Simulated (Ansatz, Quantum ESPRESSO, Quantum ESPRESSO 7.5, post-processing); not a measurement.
# The basal face of Ti: relaxation and work function

How much does the work function of Ti(0001) depend on the functional?

Program: Quantum ESPRESSO 7.5. Level of theory: plane-wave DFT, PBE, GBRV ultrasoft pseudopotentials (geometry and cross-check by Ansatz 0.2.0 with PAW datasets; geometry under PBE). Results are calculated unless marked as measured.

**What experiment says.**

“Anisotropic work function of elemental crystals” (2019, arxiv:1902.07811) quotes from earlier work for Ti (polycrystalline sample, no single face): work function, loosely compared (polycrystalline sample, no single face) 4.33 eV.

Most raw output is cut from this account.

## 1. Set-up

The cell holds 6 atoms: 6 Ti. Its edges and angles: a = 2.950 Å, b = 2.950 Å, c = 27.712 Å, α = 90.0°, β = 90.0°, γ = 60.0°. It derives from Ti. Vacuum lies along c.

## 2. Relaxation with Ansatz of (0001)

A relaxation in Ansatz fixes the structure of this slab for the runs on it.

File input.yaml:

```yaml
crystal:
  lattice:
    - [2.95, 0.0, 0.0]
    - [1.475, 2.5547749412, 0.0]
    - [0.0, 0.0, 27.7115]
  atoms:
    - { symbol: Ti, position: [0.6666666667, 0.6666666667, 0.2886888115] }
    - { symbol: Ti, position: [0.0, 0.0, 0.3732132869] }
    - { symbol: Ti, position: [0.6666666667, 0.6666666667, 0.4577377623] }
    - { symbol: Ti, position: [0.0, 0.0, 0.5422622377] }
    - { symbol: Ti, position: [0.6666666667, 0.6666666667, 0.6267867131] }
    - { symbol: Ti, position: [0.0, 0.0, 0.7113111885] }
kpoints:
  mp_grid: { grid: [12, 12, 1] }
hamiltonian:
  xc: pbe
scf:
  occupations: { method: fermi_dirac, width: 0.1 }
  convergence: { dr2_threshold: 1.0e-08 }
efield:
  axis: 3
  dipole_correction: true
  ramp_position: 0.97
  ramp_width: 0.04
relax:
  f_tol: 0.01
  constraints: [{ sites: [2, 3] }]
output:
  write_potential: true
  write_density: true
  volumetric_format: npy
```

Started as:

```
> ansatz run input.yaml --threads 2 --pin off --max-ram 4096MiB --backend cpu --events-out ev --progress --plain --runs-dir out
```

Run time: 37 s. Hardware: 2 threads of AMD EPYC 7R32 (Zen 2), shared host; peak memory 0.52 GiB.

Step by step:

| step | energy less that of the first step (eV) | largest force component (eV/Å) |
| --- | --- | --- |
| 1 | 0.0000 | 0.5399 |
| 2 | -0.0915 | 0.2817 |
| 3 | -0.1064 | 0.0139 |
| 4 | -0.1067 | 0.0103 |
| 5 | -0.1067 | 0.0004 |

The atoms that moved most (Å):

| atom | dx | dy | dz | length |
| --- | --- | --- | --- | --- |
| Ti1 | 0.000 | 0.000 | 0.141 | 0.141 |
| Ti6 | 0.000 | 0.000 | -0.141 | 0.141 |
| Ti2 | 0.000 | 0.000 | -0.033 | 0.033 |
| Ti5 | 0.000 | 0.000 | 0.033 | 0.033 |

The relaxed structure:

```xyz
6
Lattice="2.9500 0.0000 0.0000 1.4750 2.5548 0.0000 0.0000 0.0000 27.7115" Properties=species:S:1:pos:R:3
Ti    2.9500    1.7032    8.1412
Ti    0.0000    0.0000   10.3096
Ti    2.9500    1.7032   12.6846
Ti    0.0000    0.0000   15.0269
Ti    2.9500    1.7032   17.4019
Ti    0.0000    0.0000   19.5703
```

The relaxation lowers the energy by 18 meV an atom. Held were the atoms numbered 3 and 4; the forces quoted are those on the free ones.

Read from the output:

| Property | Result |
| --- | --- |
| free energy | -14996.2951 eV |
| energy at zero smearing | -14996.1400 eV |
| smearing term TS | 0.3101 eV |
| Fermi energy | 4.604 eV |
| symmetry operations | 6 |
| work function of the upper face | 4.372 eV |
| work function of the lower face | 4.372 eV |
| dipole along the normal | 8.68e-6 e·Å |

## 3. SCF with pw.x of (0001), PBE

Both faces of the slab are alike, so a plain periodic cell serves and symmetry is kept.

Level of this step: plane-wave DFT, PBE, GBRV ultrasoft pseudopotentials (Quantum ESPRESSO 7.5).

File 0001.pbe.in:

```
&control
  prefix = '0001.pbe'
  outdir = './out'
  pseudo_dir = './pseudo'
  calculation = 'scf'
  tprnfor = .true.
/
&system
  ibrav = 0
  nat = 6
  ntyp = 1
  ecutwfc = 40
  ecutrho = 200
  occupations = 'smearing'
  smearing = 'mv'
  degauss = 0.02
/
&electrons
  conv_thr = 1e-07
  mixing_beta = 0.4
  electron_maxstep = 120
  mixing_mode = 'local-TF'
/
ATOMIC_SPECIES
  Ti  47.8670  ti_pbe_v1.4.uspp.F.UPF
CELL_PARAMETERS angstrom
  2.95000000002073 0.00000000000000 0.00000000000000
  1.47500000001037 2.55477494118205 0.00000000000000
  0.00000000000000 0.00000000000000 27.71150000000000
ATOMIC_POSITIONS crystal
  Ti  0.666666666667 0.666666666667 0.293785339045
  Ti  0.000000000000 -0.000000000000 0.372034931735
  Ti  0.666666666667 0.666666666667 0.457737762300
  Ti  0.000000000000 0.000000000000 0.542262237700
  Ti  0.666666666667 0.666666666667 0.627965063962
  Ti  0.000000000000 -0.000000000000 0.706214661749
K_POINTS automatic
  12 12 1 0 0 0
```

Started as:

```
> OMP_NUM_THREADS=1 mpirun -n 2 pw.x -nk 2 -in 0001.pbe.in > 0001.pbe.out
```

Wall time 77 s (2 MPI ranks); peak memory 0.45 GiB; 2.6 min of CPU time.

This step gave:

```
free energy  : -9733.0845 eV
Fermi energy : 4.603 eV
```

## 4. Potential by pp.x of (0001)

The vacuum level is read from the electrostatic potential (plot_num = 11), averaged over planes.

File 0001.pbe.pot.in:

```
&inputpp
  prefix = '0001.pbe'
  outdir = './out'
  filplot = '0001.pbe.pot.dat'
  plot_num = 11
/
```

Started as:

```
> OMP_NUM_THREADS=1 mpirun -n 2 pp.x -in 0001.pbe.pot.in > 0001.pbe.pot.out
```

Wall time 1.6 s (2 MPI ranks); peak memory 0.14 GiB; 2.8 s of CPU time.

Numbers from this step:

| Item | Value |
| --- | --- |
| work function of the upper face | 4.413 eV |
| slope of the potential above | 0.001301 eV/Å |
| upper vacuum line continued to the top atoms, over the Fermi level | 4.406 eV |
| work function of the lower face | 4.413 eV |
| slope of the potential below | -9.69e-4 eV/Å |
| lower vacuum line continued to the bottom atoms, over the Fermi level | 4.408 eV |

The potential energy, planar mean oscillates, so the rows of the table below give means over windows of 2.31 Å about each position, cut where the curve ends. Its maxima inside the range that stand out by 2 % of the span (Å: eV): 9.2: -1.34, 11.5: -0.261, 13.9: -0.413, 16.2: -0.261, 18.5: -1.34. Its minima: 8.1: -19.4, 10.3: -19.3, 12.7: -19.3, 15.0: -19.3, 17.4: -19.3, 19.6: -19.4.

Electrostatic potential energy of an electron; zero at the Fermi level. The potential energy, planar mean by z; means over each step:

| z (Å) | potential energy, planar mean (eV) |
| --- | --- |
| 1.16 | 4.41 |
| 3.46 | 4.41 |
| 5.77 | 3.69 |
| 8.08 | -9.00 |
| 10.39 | -8.85 |
| 12.70 | -8.80 |
| 15.01 | -8.80 |
| 17.32 | -8.85 |
| 19.63 | -8.99 |
| 21.94 | 3.70 |
| 24.25 | 4.41 |
| 26.56 | 4.41 |

## 5. Ground state of (0001), PBEsol

The same atoms under a second functional.

Level of this step: plane-wave DFT, PBEsol, GBRV ultrasoft pseudopotentials (Quantum ESPRESSO 7.5).

0001.pbesol.in, as its differences from the input of step 3:

```diff
@@ -1,3 +1,3 @@
 &control
-  prefix = '0001.pbe'
+  prefix = '0001.pbesol'
   outdir = './out'
@@ -24,3 +24,3 @@
 ATOMIC_SPECIES
-  Ti  47.8670  ti_pbe_v1.4.uspp.F.UPF
+  Ti  47.8670  ti_pbesol_v1.4.uspp.F.UPF
 CELL_PARAMETERS angstrom
```

Started as:

```
> OMP_NUM_THREADS=1 mpirun -n 2 pw.x -nk 2 -in 0001.pbesol.in > 0001.pbesol.out
```

Wall time 78 s (2 MPI ranks); peak memory 0.44 GiB.

Numbers from this step:

| Property | Result |
| --- | --- |
| free energy | -9724.2602 eV |
| Fermi energy | 4.508 eV |

## 6. Electrostatic potential of (0001)

File 0001.pbesol.pot.in:

```
&inputpp
  prefix = '0001.pbesol'
  outdir = './out'
  filplot = '0001.pbesol.pot.dat'
  plot_num = 11
/
```

Started as:

```
> OMP_NUM_THREADS=1 mpirun -n 2 pp.x -in 0001.pbesol.pot.in > 0001.pbesol.pot.out
```

Wall time 1.6 s (2 MPI ranks); peak memory 0.14 GiB; 2.8 s of CPU time.

This step gave:

| Item | Value |
| --- | --- |
| work function of the upper face | 4.476 eV |
| slope of the potential above | 0.001191 eV/Å |
| upper vacuum line continued to the top atoms, over the Fermi level | 4.470 eV |
| work function of the lower face | 4.477 eV |
| slope of the potential below | -8.86e-4 eV/Å |
| lower vacuum line continued to the bottom atoms, over the Fermi level | 4.472 eV |

On (0001) the work function under PBEsol lies +0.06 eV from PBE's.

## 7. The series side by side

All levels:

| level | work function (eV) | Ansatz, PBE (eV) | CPU time (s) |
| --- | --- | --- | --- |
| (0001), PBE | 4.413 | 4.372 | 153.7 |
| (0001), PBEsol | 4.476 | - | 156.4 |

## 8. By hand

For (0001) under PBE, on the run's own zero: φ = 9.016 − (4.603) = 4.413 eV.

## 9. What came out

```json
{
 "work function of (0001), PBE": "4.41 eV",
 "work function of (0001), PBEsol": "4.48 eV"
}
```

Under PBE the work function is 4.41 eV on (0001). PBEsol lies +0.06 eV from PBE on the same atoms. The top two spacings change by -7.4 and +1.4 % on (0001). Ansatz, with Fermi-Dirac smearing and its own datasets, agrees within 0.04 eV under PBE. The slabs are thin and unreconstructed, at the tabulated lattice constant; thickness and mesh leave some 0.05 to 0.1 eV open.

Computed beside measured:

| quantity | measured | (0001), PBE |
| --- | --- | --- |
| work function, loosely compared (polycrystalline sample, no single face) (eV) | 4.33 | 4.41 (+0.08 eV) |

Measured values from arxiv:1902.07811 (2019).

**Verdict.** The work function, set beside that of the polycrystal, is off by +0.08 eV. A polycrystal averages over faces, so this is a loose comparison.

[Logs are printed without paths, hosts, clocks, repeated set-up lines and the standing remarks that a program may print on its own settings, such as how far it seeks lower states.]

[Hosts, paths, dates, database ids (printed as entryN), source tags and the programs' standing remarks are cut or masked in the printed files.]

[Maps of the electrostatic potential energy from Ansatz leave out the sawtooth potential of an applied field or a dipole correction, so their vacuum need not be flat; planar profiles and work functions include it.]
